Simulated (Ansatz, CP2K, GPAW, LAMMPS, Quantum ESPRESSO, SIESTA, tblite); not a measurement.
# Running glassy 77SiO2-6B2O3-8CaO-8MgO (mol %) (142 atoms) with Quantum ESPRESSO

How near does Quantum ESPRESSO come to plane waves for glassy 77SiO2-6B2O3-8CaO-8MgO (mol %) (142 atoms)?

Calculated with Quantum ESPRESSO 7.5; the method is named at each step.

**1. The structure**

The cell holds 142 atoms: 37 Si, 6 B, 4 Ca, 4 Mg and 91 O. Cell: a = 12.161 Å, b = 12.161 Å, c = 12.161 Å, α = 90.0°, β = 90.0°, γ = 90.0°. 142 atoms (37 Si, 6 B, 4 Ca, 4 Mg, 91 O) placed at random at 2.31 g/cm³, melted at 3000 K for 20 ps at fixed volume with the Buckingham and Coulomb pair potential of Guillot and Sator (Geochim. Cosmochim. Acta 71, 1249 (2007)) with the boron terms of Wang et al. (J. Non-Cryst. Solids 498, 294 (2018)). Quenched from 3000 K to 300 K at 300 K/ps and fixed volume, held 10 ps at zero pressure.

The yardstick, on the same geometry:

- method: Kohn-Sham DFT, PBE, PAW, plane waves (Ansatz 0.2.0); cutoff 420 eV, Γ point, fermi-dirac smearing of 0.05 eV; PAW set soft_2
- r.m.s. force component: 1.165 eV/Å
- longest force: 5.882 eV/Å
- pressure: 1.32 GPa
- gap (highest filled to lowest empty level): 2.098 eV
- SCF cycles: 10
- time: 50 s on 4 threads of Arm Neoverse V1, shared host
- CPU time: 3.2 min

**2. PBE, sssp-1.3.0-efficiency, 60/480 Ry**

Method: Kohn-Sham DFT, PBE, SSSP efficiency 1.3.0 pseudopotentials, plane waves.

pw.in reads:

```
&control
  calculation = 'scf'
  pseudo_dir = './pseudo'
  outdir = './tmp'
  disk_io = 'none'
  tprnfor = .true.
  tstress = .true.
/
&system
  ibrav = 0
  nat = 142
  ntyp = 5
  ecutwfc = 60
  ecutrho = 480
  nosym = .true.
  occupations = 'smearing'
  smearing = 'fd'
  degauss = 0.003675
/
&electrons
  conv_thr = 7.1e-07
  electron_maxstep = 100
  mixing_beta = 0.4
  mixing_mode = 'plain'
  diagonalization = 'david'
/
ATOMIC_SPECIES
Si 28.085 Si.upf
B 10.810 B.upf
Ca 40.078 Ca.upf
Mg 24.305 Mg.upf
O 15.999 O.upf
CELL_PARAMETERS angstrom
12.16067 0.00000 0.00000
0.00000 12.16067 0.00000
0.00000 0.00000 12.16067
ATOMIC_POSITIONS crystal
Si 0.29333 0.51985 0.58858
Si 0.74908 0.85171 0.94553
Si 0.01626 0.26141 0.86366
Si 0.94054 0.73350 0.80507
Si 0.67731 0.40033 0.69999
Si 0.58035 0.88697 0.41761
Si 0.44433 0.86776 0.20202
Si 0.67426 0.67683 0.51396
Si 0.29758 0.18184 0.60026
Si 0.74386 0.46890 0.91395
Si 0.67932 0.10184 0.32695
Si 0.19557 0.27571 0.19866
Si 0.97538 0.92942 0.65806
Si 0.21521 0.52914 0.83982
Si 0.92505 0.17049 0.66907
Si 0.26729 0.95456 0.68127
Si 0.39864 0.40235 0.20029
Si 0.37746 0.69061 0.87402
Si 0.15219 0.93028 0.91320
Si 0.51516 0.59272 0.67786
Si 0.67187 0.31801 0.46905
Si 0.23342 0.17852 0.94911
Si 0.11696 0.82912 0.12967
Si 0.57747 0.50656 0.34069
Si 0.90103 0.04366 0.21719
Si 0.91750 0.03231 0.95625
Si 0.99371 0.54520 0.94296
Si 0.98519 0.38103 0.10619
Si 0.19679 0.67169 0.42990
Si 0.49704 0.90761 0.95456
Si 0.86719 0.56411 0.61237
Si 0.14253 0.04540 0.28794
Si 0.01604 0.48384 0.41037
Si 0.28871 0.66224 0.20750
Si 0.49040 0.16058 0.91434
Si 0.86140 0.81023 0.18341
Si 0.56009 0.21713 0.17116
B 0.14681 0.90046 0.48148
B 0.36413 0.51337 0.02684
B 0.17487 0.33697 0.47613
B 0.46373 0.01407 0.58139
B 0.69357 0.60853 0.15901
B 0.74658 0.35429 0.12381
Ca 0.75087 0.07399 0.55956
Ca 0.87856 0.82378 0.43618
Ca 0.91765 0.25078 0.35196
Ca 0.41422 0.37372 0.82563
Mg 0.33696 0.97748 0.42880
Mg 0.93950 0.60328 0.18806
Mg 0.63690 0.17381 0.70020
Mg 0.57167 0.68764 0.97552
O 0.90571 0.63668 0.71747
O 0.01219 0.08549 0.28022
O 0.36657 0.26839 0.66792
O 0.87677 0.91988 0.25607
O 0.79693 0.11567 0.26342
[... 82 atom lines left out ...]
O 0.48115 0.92995 0.08911
O 0.36553 0.94817 0.27303
O 0.95156 0.15012 0.89818
O 0.18198 0.83930 0.00820
K_POINTS gamma
```

The run is started by

```sh
OMP_NUM_THREADS=1 mpirun -np 4 pw.x -in pw.in > output.txt
```

What it wrote:

```text
Program PWSCF
     gamma-point specific algorithms are used
     one sub-group per band group will be used
     scalapack distributed-memory algorithm (size of sub-group:  2*  2 procs)
     Parallelization info
     sticks:   dense  smooth     PW     G-vecs:    dense   smooth      PW
     Min        5045    2523    634               538698   190532   23798
     Max        5048    2526    635               538704   190538   23799
     Sum       20185   10097   2537              2154801   762137   95193
     bravais-lattice index     =            0
     lattice parameter (alat)  =      22.9803  a.u.
     unit-cell volume          =   12135.8196 (a.u.)^3
     number of atoms/cell      =          142
     number of atomic types    =            5
     number of electrons       =       760.00
     number of Kohn-Sham states=          456
     kinetic-energy cutoff     =      60.0000  Ry
     charge density cutoff     =     480.0000  Ry
     scf convergence threshold =      7.1E-07
     mixing beta               =       0.4000
     number of iterations used =            8  plain     mixing
     Exchange-correlation= SLA  PW   PBX  PBC
                           (   1   4   3   4   0   0   0)
     crystal axes: (cart. coord. in units of alat)
               a(1) = (   1.000000   0.000000   0.000000 )
               a(2) = (   0.000000   1.000000   0.000000 )
               a(3) = (   0.000000   0.000000   1.000000 )
     reciprocal axes: (cart. coord. in units 2 pi/alat)
               b(1) = (  1.000000  0.000000  0.000000 )
               b(2) = (  0.000000  1.000000  0.000000 )
               b(3) = (  0.000000  0.000000  1.000000 )
     PseudoPot. # 1 for Si:
     Pseudo is Ultrasoft + core correction, Zval =  4.0
     PseudoPot. # 2 for B :
     Pseudo is Ultrasoft + core correction, Zval =  3.0
     PseudoPot. # 3 for Ca:
     Pseudo is Ultrasoft + core correction, Zval = 10.0
     PseudoPot. # 4 for Mg:
     Pseudo is Projector augmented-wave + core cor, Zval =  2.0
     PseudoPot. # 5 for O :
     Pseudo is Projector augmented-wave + core cor, Zval =  6.0
     atomic species   valence    mass     pseudopotential
     Si                4.00    28.08500     Si( 1.00)
     B                 3.00    10.81000     B ( 1.00)
     Ca               10.00    40.07800     Ca( 1.00)
     Mg                2.00    24.30500     Mg( 1.00)
     O                 6.00    15.99900     O ( 1.00)
     No symmetry found
   Cartesian axes
     number of k points=     1  Fermi-Dirac smearing, width (Ry)=  0.0037
                       cart. coord. in units 2pi/alat
        k(    1) = (   0.0000000   0.0000000   0.0000000), wk =   2.0000000
     Dense  grid:  1077401 G-vectors     FFT dimensions: ( 162, 162, 162)
     Smooth grid:   381069 G-vectors     FFT dimensions: ( 120, 120, 120)
     Initial potential from superposition of free atoms
     starting charge     759.9520, renormalised to     760.0000
     Starting wfcs are  592 randomized atomic wfcs
     Self-consistent Calculation
     iteration #  1     ecut=    60.00 Ry     beta= 0.40
     total energy              =   -4692.11340811 Ry
     estimated scf accuracy    <      35.75666411 Ry
     iteration #  2     ecut=    60.00 Ry     beta= 0.40
     total energy              =   -4700.28611750 Ry
     estimated scf accuracy    <       1.39587201 Ry
     iteration #  3     ecut=    60.00 Ry     beta= 0.40
     total energy              =   -4700.40485034 Ry
     estimated scf accuracy    <       0.58266220 Ry
     iteration #  4     ecut=    60.00 Ry     beta= 0.40
     negative rho (up, down):  3.135E-07 0.000E+00
     total energy              =   -4700.46053725 Ry
     estimated scf accuracy    <       0.09690365 Ry
     iteration #  5     ecut=    60.00 Ry     beta= 0.40
     negative rho (up, down):  9.995E-07 0.000E+00
     total energy              =   -4700.46045071 Ry
     estimated scf accuracy    <       0.03667976 Ry
     iteration #  6     ecut=    60.00 Ry     beta= 0.40
     negative rho (up, down):  1.679E-06 0.000E+00
     total energy              =   -4700.46089934 Ry
     estimated scf accuracy    <       0.00526366 Ry
     iteration #  7     ecut=    60.00 Ry     beta= 0.40
     negative rho (up, down):  1.300E-06 0.000E+00
     total energy              =   -4700.46425505 Ry
     estimated scf accuracy    <       0.00132097 Ry
     iteration #  8     ecut=    60.00 Ry     beta= 0.40
     negative rho (up, down):  8.663E-07 0.000E+00
     total energy              =   -4700.46431047 Ry
     estimated scf accuracy    <       0.00017373 Ry
     iteration #  9     ecut=    60.00 Ry     beta= 0.40
     negative rho (up, down):  7.179E-07 0.000E+00
     total energy              =   -4700.46437773 Ry
     estimated scf accuracy    <       0.00001024 Ry
     iteration # 10     ecut=    60.00 Ry     beta= 0.40
     negative rho (up, down):  5.575E-07 0.000E+00
     End of self-consistent calculation
          k = 0.0000 0.0000 0.0000 ( 47597 PWs)   bands (ev):
   -35.7264 -35.6030 -35.4214 -34.5184 -17.8866 -17.6889 -17.4357 -17.3809
   -17.3074 -17.1594 -17.0799 -17.0594 -16.9947 -16.9341 -16.8819 -16.8124
   -16.7474 -16.7200 -16.6528 -16.6460 -16.5906 -16.5264 -16.5193 -16.4589
   -16.4088 -16.3904 -16.3045 -16.2818 -16.2613 -16.2420 -16.1853 -16.1606
   -16.1273 -16.0824 -16.0617 -16.0309 -15.9826 -15.9314 -15.9010 -15.8763
   -15.8180 -15.7289 -15.6984 -15.6761 -15.6433 -15.5681 -15.5595 -15.5398
   -15.4933 -15.4703 -15.4474 -15.4057 -15.3988 -15.3361 -15.3035 -15.2334
   -15.1961 -15.1865 -15.1580 -15.0609 -15.0406 -15.0182 -14.9172 -14.9002
   -14.8739 -14.8506 -14.8255 -14.8093 -14.7909 -14.7558 -14.6794 -14.6485
   -14.5869 -14.5503 -14.5059 -14.4796 -14.4516 -14.4371 -14.3957 -14.3633
   -14.3461 -14.3435 -14.2915 -14.2633 -14.1833 -14.1625 -14.1280 -14.0704
   -14.0504 -13.9460 -13.9031 -13.8353 -13.6043 -13.2049 -13.1514 -13.0790
[...]
10.5355  10.6179  10.6748  10.7706  10.7803  10.8135  10.8928  10.9495
    10.9729  11.0158  11.1091  11.1446  11.1835  11.2420  11.2640  11.3090
    11.3305  11.3466  11.3753  11.4423  11.5133  11.5370  11.5607  11.5719
    11.6249  11.6457  11.6879  11.7206  11.7643  11.7990  11.8192  11.8513
    11.8588  11.9006  11.9391  12.0003  12.0217  12.0654  12.0886  12.1083
     the Fermi energy is     6.5889 ev
!    total energy              =   -4700.46438019 Ry
     estimated scf accuracy    <       0.00000063 Ry
     smearing contrib. (-TS)   =      -0.00000000 Ry
     internal energy E=F+TS    =   -4700.46438019 Ry
     The total energy is F=E-TS. E is the sum of the following terms:
     one-electron contribution =   -1889.80899421 Ry
     hartree contribution      =    1352.89883193 Ry
     xc contribution           =    -993.68155112 Ry
     ewald contribution        =   -2180.28300318 Ry
     one-center paw contrib.   =    -989.58966361 Ry
     convergence has been achieved in  10 iterations
     negative rho (up, down):  5.575E-07 0.000E+00
     Forces acting on atoms (cartesian axes, Ry/au):
     atom    1 type  1   force =     0.00758418    0.05751401   -0.07023623
     atom    2 type  1   force =     0.19353956    0.08381915    0.09240101
     atom    3 type  1   force =     0.02260818   -0.06152339    0.01294992
     atom    4 type  1   force =    -0.07888149   -0.02650955    0.05027805
     atom    5 type  1   force =     0.08782190    0.09688295    0.03398717
     atom    6 type  1   force =    -0.04134831    0.00107872   -0.06381211
     atom    7 type  1   force =    -0.06059751    0.01424766    0.10302100
     atom    8 type  1   force =    -0.02450405   -0.04879168    0.02443873
     atom    9 type  1   force =     0.05455098   -0.05389883    0.06299067
     atom   10 type  1   force =    -0.06593010    0.10647049    0.05227755
     atom   11 type  1   force =    -0.05626964   -0.02755501   -0.01195068
     atom   12 type  1   force =    -0.02232933   -0.08105131   -0.11536680
[...]
atom  138 type  5   force =    -0.00295621    0.00762572   -0.05453785
     atom  139 type  5   force =     0.03233201   -0.02057509   -0.06654275
     atom  140 type  5   force =    -0.00248828    0.01260287    0.01094207
     atom  141 type  5   force =    -0.04702478   -0.06223750    0.02478708
     atom  142 type  5   force =    -0.03258336   -0.00455551    0.00023866
     Total force =     0.942107     Total SCF correction =     0.001499
     Computing stress (Cartesian axis) and pressure
     negative rho (up, down):  5.575E-07 0.000E+00
          total   stress  (Ry/bohr**3)                   (kbar)     P=       14.26
   0.00012066  -0.00003362   0.00004012           17.75       -4.95        5.90
  -0.00003362   0.00022769   0.00000079           -4.95       33.49        0.12
   0.00004012   0.00000079  -0.00005757            5.90        0.12       -8.47
     Message from routine punch:
     Nothing written, as per user request (disk_io='none')
```

Wall time 7.4 min (4 MPI ranks of Arm Neoverse V1, shared host); peak memory 7.4 GiB.

Banners, paths, timers and routine set-up lines are dropped from the logs unmarked, and long logs keep their key lines alone; longer cuts are marked.

Compared with the plane-wave run:

```
r.m.s. force component                           : 1.174 eV/Å
r.m.s. difference of force components            : 28.83 meV/Å
longest difference of force vectors              : 125.6 meV/Å
force difference over r.m.s. force               : 2.475 %
slope of forces against the reference's          : 1.007
correlation of force components                  : 0.9997
gap (highest filled to lowest empty level) : 2.079 eV
gap difference                                   : -0.0194 eV
pressure                                         : 1.426 GPa
pressure difference                              : 0.1061 GPa
```

Length of the force difference by element (eV/Å):

```tsv
element	atoms	mean	most
B	6	0.019	0.039
Ca	4	0.01	0.017
Mg	4	0.025	0.027
O	91	0.050	0.13
Si	37	0.037	0.065
```

Levels nearest the highest filled one (eV from it): -1.70, -1.62, -1.56, -1.52, -1.47, -1.34, -1.33, -1.22, -1.16, -1.08, -0.63, 0.00, 2.08, 2.77, 3.12, 3.33, 3.37, 3.47, 3.49, 3.64, 3.65, 3.71, 3.76, 3.79.

A closer look about Si2, which bears the longest force: 10 atoms, nearest first, numbered in the order of the input, with positions taken from that point.

```tsv
atom	x	y	z	distance (Å)	bonds	Fx	Fy	Fz (eV/Å)
Si2	0.00	0.00	0.00	0.00	4	4.98	2.16	2.38
O114	-1.58	-0.06	-0.12	1.59	3	-1.65	-0.61	-0.89
O86	0.99	-0.75	-1.02	1.61	2	-0.71	-1.03	-0.25
O81	0.55	1.57	-0.20	1.68	2	0.30	0.68	-0.41
O67	0.42	-0.08	1.65	1.71	2	-0.80	-0.17	-1.33
Mg51	-2.16	-2.00	0.36	2.96	4	1.59	-2.69	1.22
Si26	2.05	2.20	0.13	3.01	4	-0.42	1.24	-1.18
Si30	-3.06	0.68	0.11	3.14	4	0.19	2.46	2.47
Si4	2.33	-1.44	-1.71	3.23	4	-2.03	-0.68	1.29
Si36	1.37	-0.50	2.89	3.24	4	-1.15	-2.20	-1.48
```

Forces lie 2.5 % from the reference's, at 9.3 times its CPU time.

**3. Results**

```
force difference from the reference : QE PBE, sssp-1.3.0-efficiency, 60/480 Ry, 2.5 %
its CPU time                        : 30 min
```

In words: PBE on plane waves or a grid with other potentials, cutoffs or grids differs from the reference by 2.5 % (QE PBE, sssp-1.3.0-efficiency, 60/480 Ry) of the r.m.s. force; this holds the reference's own error, so differences of a few per cent don't tell which side is nearer the exact PBE result (QE's 60 Ry are 816 eV, against the reference's 420 eV). At the same functional, the gap of QE PBE, sssp-1.3.0-efficiency, 60/480 Ry lies 0.02 eV below the reference's 2.10 eV. The potentials hold different valence shells: 792 electrons in the reference, 760 in Quantum ESPRESSO with SSSP; this bears on time and differences. The quench rate of 300 K/ps is many orders above laboratory rates, so the cell is likely richer in defects and strain than a real sample. The network of bonds at the start is that of the classical potential that made the cell, and needn't be the one that DFT or experiment would give. The reference's stress is far from hydrostatic: its diagonal is 1.7, 3.3, -1.0 GPa, compression counted positive. The electronic-structure runs sample only Γ, in a cell whose shortest periodic width is 12 Å.

[Also dropped from logs without a mark: logging warnings of Python, and SIESTA's first energy breakdown and zero terms.]

[Logs are printed without paths, hosts, clocks, repeated set-up lines and the standing remarks that a program may print on its own settings, such as how far it seeks lower states.]

[Hosts, paths, dates, database ids (printed as entryN), source tags and the programs' standing remarks are cut or masked in the printed files.]
